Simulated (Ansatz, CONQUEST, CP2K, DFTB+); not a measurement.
# DFTB+ runs on phosphorene, 4 layers, S on P sites (96 atoms)

Wanted: DFTB+ inputs and outputs for phosphorene, 4 layers, S on P sites (96 atoms), checked against a plane-wave reference.

Method: the method is named at each step, in DFTB+ 25.1.

## Step 1: Set-up

The cell holds 96 atoms: 75 P and 21 S. Cell: a = 10.340 Å, b = 9.102 Å, c = 34.578 Å, α = 90.0°, β = 90.0°, γ = 90.0°. It derives from P (phosphorene). 4 layers of phosphorene (a = 3.314 Å), 3 x 2 cells, biaxial strain +4 %, every second layer slid by 0.500 of a1; facing planes 3.43, 3.33, 3.29 Å apart; 16 Å of vacuum; 21 of 96 P replaced by S at random; displaced by a Gaussian of 0.04 Å. Then every atom was moved at random, 0.02 Å r.m.s. a Cartesian component. Regions: layer 1, 24 atoms (13 P and 11 S); layer 2, 24 atoms (21 P and 3 S); layer 3, 24 atoms (21 P and 3 S); layer 4, 24 atoms (20 P and 4 S). Vacuum lies along c.

The yardstick, on the same geometry:

```
method                 : Kohn-Sham DFT, PBE, PAW, plane waves (Ansatz 0.2.0); cutoff 420 eV, Γ point, fermi-dirac smearing of 0.05 eV; PAW set soft_2
r.m.s. force component : 0.666 eV/Å
longest force          : 3.039 eV/Å
SCF cycles             : 14
time                   : 26 s on 4 threads of Intel Xeon Platinum 8488C (Sapphire Rapids), shared host
CPU time               : 99 s
```

## Step 2: IPEA1-xTB

Method: IPEA1-xTB tight binding, diagonalisation.

dftb_in.hsd

```
Geometry = GenFormat {
  <<< geo.gen
}
Driver = {}
Hamiltonian = xTB {
  Method = "IPEA1-xTB"
  SccTolerance = 1e-06
  MaxSccIterations = 300
  Mixer = Broyden { MixingParameter = 0.05 }
  Filling = Fermi { Temperature [K] = 580 }
  KPointsAndWeights = { 0.0 0.0 0.0 1.0 }
}
Analysis {
  PrintForces = Yes
  MullikenAnalysis = Yes
}
ParserOptions { ParserVersion = 14 }
```

geo.gen

```
96 F
P S
1 1 0.99130 0.04280 0.29154
2 2 0.99796 0.96532 0.23096
3 1 0.16978 0.21454 0.29197
4 1 0.16698 0.29597 0.22906
5 1 0.00089 0.52658 0.29388
6 2 0.99749 0.45602 0.22909
7 1 0.16862 0.70721 0.29237
8 2 0.16271 0.78397 0.23293
9 2 0.34551 0.03847 0.29396
10 2 0.34034 0.95899 0.23382
11 1 0.49892 0.20446 0.29281
12 1 0.49450 0.28297 0.23093
13 1 0.32979 0.53905 0.29485
14 2 0.33634 0.46286 0.23157
15 1 0.50743 0.70447 0.29195
16 1 0.50417 0.78596 0.23045
17 2 0.66842 0.04600 0.29425
18 1 0.66393 0.96085 0.23189
19 2 0.83155 0.21138 0.29172
20 1 0.82924 0.29779 0.23130
21 2 0.66861 0.54533 0.29344
22 2 0.67197 0.45021 0.23096
23 1 0.83542 0.70515 0.29168
24 2 0.83670 0.78965 0.23182
25 1 0.16580 0.03779 0.45392
26 1 0.16278 0.96262 0.39379
27 1 0.33244 0.21083 0.45406
28 1 0.33363 0.29172 0.39206
29 1 0.16492 0.54234 0.45201
30 1 0.17052 0.45417 0.39099
31 1 0.33681 0.71305 0.45482
32 1 0.32616 0.78697 0.39401
33 1 0.50202 0.04090 0.45364
34 2 0.49425 0.95967 0.39335
35 2 0.67116 0.21079 0.45111
36 1 0.66174 0.29115 0.39385
37 2 0.49133 0.53622 0.45485
38 1 0.49738 0.46450 0.38991
39 1 0.66974 0.71396 0.45130
40 1 0.66679 0.79039 0.39261
41 1 0.83155 0.03572 0.45386
42 1 0.83457 0.96184 0.39204
43 1 0.00576 0.21059 0.45397
44 1 0.00213 0.27374 0.39104
45 1 0.84383 0.53973 0.45399
46 1 0.83335 0.45685 0.39401
47 1 0.00502 0.71405 0.45562
48 1 0.99317 0.79117 0.39280
49 1 0.00560 0.04113 0.61090
50 1 0.00308 0.96110 0.55176
51 1 0.16555 0.21485 0.61004
52 1 0.16869 0.28121 0.55072
53 1 0.00257 0.54066 0.61181
54 2 0.99859 0.45708 0.54977
55 1 0.16479 0.71310 0.61136
56 1 0.17235 0.79140 0.55211
[... 40 atom lines left out ...]
0.0 0.0 0.0
10.33970 0.00000 0.00000
0.00000 9.10210 0.00000
0.00000 0.00000 34.57800
```

Run with:

```console
$ OMP_NUM_THREADS=1 dftb+ > output.txt
```

The program printed:

```text
Reading input file 'dftb_in.hsd'
Parser version: 14
--------------------------------------------------------------------------------
Processed input in HSD format written to 'dftb_pin.hsd'
Starting initialization...
--------------------------------------------------------------------------------
WARNING!
-> Dipole printed for extended system : value printed is not well defined
Mode:                        Static calculation
Self consistent charges:     Yes
SCC-tolerance:                 0.100000E-05
Max. scc iterations:                    300
Shell resolved Hubbard:      Yes
Spin polarisation:           No
Nr. of up electrons:           250.500000
Nr. of down electrons:         250.500000
Periodic boundaries:         Yes
Electronic solver:           Relatively robust
Mixer:                       Broyden mixer
Mixing parameter:                  0.050000
Nr. of chrg. vec. in memory:            300
Max. SCC-cycles:                        300
tblite library version:      0.3.0
-> parametrization:          IPEA1-xTB
-> repulsion:                Yes
-> dispersion:               Yes
-> halogen bonding:          Yes
-> electrostatics:           Yes
   -> isotropic:             Yes
   -> anisotropic:           No
   -> third-order:           Yes
Electronic temperature:              0.183675E-02 H      0.499806E-01 eV
Initial charges:             Set automatically (system chrg:   0.000E+00)
Included shells:             P:  s, p, d
                             S:  s, p, d
K-points and weights:           1:  0.000000  0.000000  0.000000     1.000000
K-points in absolute space:     1:  0.000000  0.000000  0.000000
Extra options:
                             Mulliken analysis
                             Force calculation
Force type                   original
--------------------------------------------------------------------------------
***  Geometry step: 0
 iSCC Total electronic   Diff electronic      SCC error
    1   -0.26918897E+03    0.00000000E+00    0.85315596E+00
    2   -0.26793480E+03   -0.26918897E+03    0.67436079E+00
    3   -0.26082883E+03    0.12541670E+01    0.68000098E+00
    4   -0.25718143E+03    0.71059723E+01    0.59533536E+00
    5   -0.26890126E+03    0.36474036E+01    0.43745098E+00
    6   -0.26875708E+03   -0.11719831E+02    0.29025019E+00
    7   -0.27032467E+03    0.14418051E+00    0.38662227E+00
    8   -0.27049297E+03   -0.15675916E+01    0.22592124E+00
    9   -0.26933468E+03   -0.16829864E+00    0.39900981E+00
   10   -0.27074027E+03    0.11582896E+01    0.15830937E+00
   11   -0.27096070E+03   -0.14055873E+01    0.61297340E-01
   12   -0.27097402E+03   -0.22043449E+00    0.35470190E-01
[...]
>> Charges saved for restart in charges.bin
[...]
30   -0.27097901E+03   -0.27354190E-08    0.45086648E-05
   31   -0.27097901E+03   -0.85176453E-08    0.47243167E-05
   32   -0.27097901E+03   -0.66972916E-08    0.35148048E-05
   33   -0.27097901E+03    0.47106141E-09    0.20912388E-05
>> Charges saved for restart in charges.bin
   34   -0.27097901E+03   -0.80136147E-08    0.90882463E-06
Total Energy:                     -270.9995762498 H        -7374.2737 eV
Extrapolated to 0K:               -271.0085898437 H        -7374.5189 eV
Total Mermin free energy:         -271.0176034375 H        -7374.7642 eV
Force related energy:             -271.0176034375 H        -7374.7642 eV
Volume:                              0.219607E+05 au^3   0.325424E+04 A^3
Pressure:                           -0.202604E-03 au    -0.596082E+10 Pa
```

detailed.out:

```text
Fermi distribution function
Calculation with static geometry
********************************************************************************
 iSCC Total electronic   Diff electronic      SCC error
   34   -0.27097901E+03   -0.80136147E-08    0.90882463E-06
********************************************************************************
 Total charge:    -0.00000000
 Atomic gross charges (e)
 Atom           Charge
    1       0.08508777
    2      -0.12725866
    3       0.01722699
    4       0.09427874
    5       0.04143561
    6      -0.04719965
    7       0.03618849
    8      -0.17112546
    9      -0.04009956
   10      -0.07373649
   11       0.08471474
   12       0.08463403
[...]
92       0.00613544
   93       0.04030475
   94       0.01260672
   95       0.00033312
   96       0.00079331
Fermi level:                        -0.3088613377 H           -8.4045 eV
Band energy:                      -269.2355108273 H        -7326.2710 eV
TS:                                  0.0180271877 H            0.4905 eV
Band free energy (E-TS):          -269.2535380150 H        -7326.7616 eV
Extrapolated E(0K):               -269.2445244211 H        -7326.5163 eV
Input / Output electrons (q):    501.0000000000    501.0000000000
Energy H0:                        -271.0069916324 H        -7374.4755 eV
Energy SCC:                          0.0279835755 H            0.7615 eV
Total Electronic energy:          -270.9790080569 H        -7373.7140 eV
Repulsive energy:                    0.6349801120 H           17.2787 eV
Halogen correction energy:           0.0000000000 H            0.0000 eV
Total energy:                     -270.9995762498 H        -7374.2737 eV
Extrapolated to 0:                -271.0085898437 H        -7374.5189 eV
Total Mermin free energy:         -271.0176034375 H        -7374.7642 eV
Force related energy:             -271.0176034375 H        -7374.7642 eV
Non-constrained calculation
SCC converged
Total Forces
    1      0.013131479567      0.021916509851     -0.033714948052
    2      0.010360650524      0.064107999238      0.029225425329
    3     -0.021506351325     -0.003965136447     -0.011796764696
    4      0.003476707883     -0.008147562786      0.014595941942
    5     -0.002825942280      0.024346078981     -0.011802591628
    6      0.008464950101      0.000016229808      0.020464562967
    7     -0.004611674798     -0.017991179762     -0.023310719905
    8     -0.004358893278     -0.043308297878      0.017206674358
    9      0.010007461084      0.036273414770      0.004134136560
   10      0.049050972717     -0.029549843588     -0.007290515351
   11      0.011233191190     -0.010869853507      0.005625579759
[...]
92     -0.000149082450      0.013090696823      0.015297396211
   93      0.005232420602      0.029333963414      0.004324192316
   94     -0.002663385119     -0.007978225447      0.004418020203
   95     -0.015736001898     -0.026856207865     -0.018403958518
   96     -0.010110132918      0.026200728649      0.015375109073
Total stress tensor
     -0.000245707978     -0.000003796393      0.000000480725
     -0.000003796393     -0.000260454787      0.000000358108
      0.000000480725      0.000000358108     -0.000101649872
Total lattice derivs
      0.276158492254      0.004266878925     -0.000540300849
      0.004847040575      0.332535352604     -0.000457213650
     -0.000161563673     -0.000120354109      0.034162846442
Maximal derivative component:        0.814610E-01 au
Volume:                              0.219607E+05 au^3
Pressure:                           -0.202604E-03 au    -0.596082E+10 Pa
Warning: dipole moment is not defined absolutely!
Dipole moment:   -1.42980031   -2.09865183    0.36027785 au
Dipole moment:   -3.63419017   -5.33424132    0.91573502 Debye
```

Run time: 14 s. Hardware: 1 thread of Intel Xeon Platinum 8488C (Sapphire Rapids), shared host; peak memory 0.25 GiB.

Banners, paths, timers and routine set-up lines are dropped from the logs unmarked, and long logs keep their key lines alone; longer cuts are marked.

Numbers from this run, and their distance from the reference:

```yaml
r_m_s_force_component: 1.008 eV/Å
r_m_s_difference_of_force_components: 619.3 meV/Å
longest_difference_of_force_vectors: 2465 meV/Å
force_difference_over_r_m_s_force: 92.99 %
slope_of_forces_against_the_reference_s: 1.212
correlation_of_force_components: 0.8013
```

Length of the force difference by element (eV/Å):

```csv
element,atoms,mean,most
P,75,0.82,1.6
S,21,1.5,2.5
```

Local excerpt of 12 atoms (numbers count through the whole input) about S65, which bears the longest force; x, y, z are measured from there.

```csv
atom,x,y,z,distance (Å),bonds,Mulliken charge (e),Fx,Fy,Fz (eV/Å)
S65,0.00,0.00,0.00,0.00,3,-0.15,4.03,-1.93,-1.44
P66,0.00,-0.69,-2.13,2.24,3,0.05,-0.12,-1.04,1.44
P67,1.75,1.53,-0.05,2.33,3,0.04,-0.22,-0.88,-0.42
S59,-1.77,1.63,-0.06,2.41,3,-0.13,-4.19,1.62,-1.07
P57,-3.46,0.02,-0.07,3.46,3,0.05,0.57,1.88,0.80
P49,3.48,0.03,-0.06,3.48,3,0.01,-0.26,0.76,0.29
P71,1.82,-2.98,0.00,3.49,3,0.01,-0.84,-0.90,-0.63
P63,-1.84,-3.03,0.03,3.54,3,-0.01,0.81,-0.29,-0.97
P68,1.63,2.30,-2.15,3.55,3,0.03,-0.62,0.37,0.39
P72,1.65,-2.31,-2.15,3.56,3,-0.01,0.50,0.99,0.64
P64,-1.77,-2.25,-2.18,3.60,3,0.00,0.23,1.03,1.22
P60,-1.83,2.26,-2.15,3.62,3,0.05,0.57,0.63,1.13
```

Forces lie 93 % from the reference's, at 0.14 times its CPU time (on 1 against 4 cores).

## Step 3: GFN2-xTB

Method: GFN2-xTB tight binding, diagonalisation.

dftb_in.hsd, as its differences from that of step 2:

```diff
@@ -5,3 +5,3 @@
 Hamiltonian = xTB {
-  Method = "IPEA1-xTB"
+  Method = "GFN2-xTB"
   SccTolerance = 1e-06
```

geo.gen is that of step 2.

Run with:

```console
$ OMP_NUM_THREADS=1 dftb+ > output.txt
```

The program printed:

```text
Reading input file 'dftb_in.hsd'
Parser version: 14
--------------------------------------------------------------------------------
Processed input in HSD format written to 'dftb_pin.hsd'
Starting initialization...
[... lines left out ...]
WARNING!
[... lines left out ...]
 iSCC Total electronic   Diff electronic      SCC error
[... lines left out ...]
>> Charges saved for restart in charges.bin
[...]
>> Charges saved for restart in charges.bin
[...]
62   -0.25778850E+03    0.35943856E-07    0.12625353E-05
>> Charges saved for restart in charges.bin
   63   -0.25778850E+03   -0.16315141E-07    0.97615196E-06
Total Energy:                     -258.2855142886 H        -7028.3064 eV
Extrapolated to 0K:               -258.2979681073 H        -7028.6453 eV
Total Mermin free energy:         -258.3104219260 H        -7028.9842 eV
Force related energy:             -258.3104219260 H        -7028.9842 eV
Volume:                              0.219607E+05 au^3   0.325424E+04 A^3
Pressure:                           -0.114990E-03 au    -0.338313E+10 Pa
```

detailed.out:

```text
Fermi distribution function
Calculation with static geometry
********************************************************************************
 iSCC Total electronic   Diff electronic      SCC error
   63   -0.25778850E+03   -0.16315141E-07    0.97615196E-06
[... lines left out ...]
Fermi level:                        -0.3283611066 H           -8.9352 eV
[... lines left out ...]
Band free energy (E-TS):          -268.9584152935 H        -7318.7309 eV
[... lines left out ...]
Total energy:                     -258.2855142886 H        -7028.3064 eV
[... lines left out ...]
Total Mermin free energy:         -258.3104219260 H        -7028.9842 eV
[... lines left out ...]
SCC converged
Total Forces
[... lines left out ...]
     -0.000158470764      0.000008812044      0.000000654307
      0.000008812044     -0.000134251629     -0.000002892705
      0.000000654307     -0.000002892705     -0.000052248468
Total lattice derivs
      0.178109996220     -0.009904117988     -0.000735395005
     -0.011250767269      0.171405614174      0.003693257278
     -0.000219901779      0.000972190325      0.017559848959
Maximal derivative component:        0.856398E-01 au
Volume:                              0.219607E+05 au^3
Pressure:                           -0.114990E-03 au    -0.338313E+10 Pa
Warning: dipole moment is not defined absolutely!
Dipole moment:   -1.72303653   -1.91790125    0.34837190 au
Dipole moment:   -4.37952237   -4.87481912    0.88547313 Debye
```

Wall time 23 s (1 thread); peak memory 0.27 GiB.

Numbers from this run, and their distance from the reference:

```
r.m.s. force component                  : 1.03 eV/Å
r.m.s. difference of force components   : 588.4 meV/Å
longest difference of force vectors     : 2789 meV/Å
force difference over r.m.s. force      : 88.35 %
slope of forces against the reference's : 1.305
correlation of force components         : 0.8441
```

Against the first run (93 %), the force difference from the reference is 88 %, at 1.6 times the CPU time (63 SCF steps against 34).

(Part 1 of 2 ends here.)

[Also dropped from logs without a mark: logging warnings of Python, and SIESTA's first energy breakdown and zero terms.]

[Logs are printed without paths, hosts, clocks, repeated set-up lines and the standing remarks that a program may print on its own settings, such as how far it seeks lower states.]

[Hosts, paths, dates, database ids (printed as entryN), source tags and the programs' standing remarks are cut or masked in the printed files.]
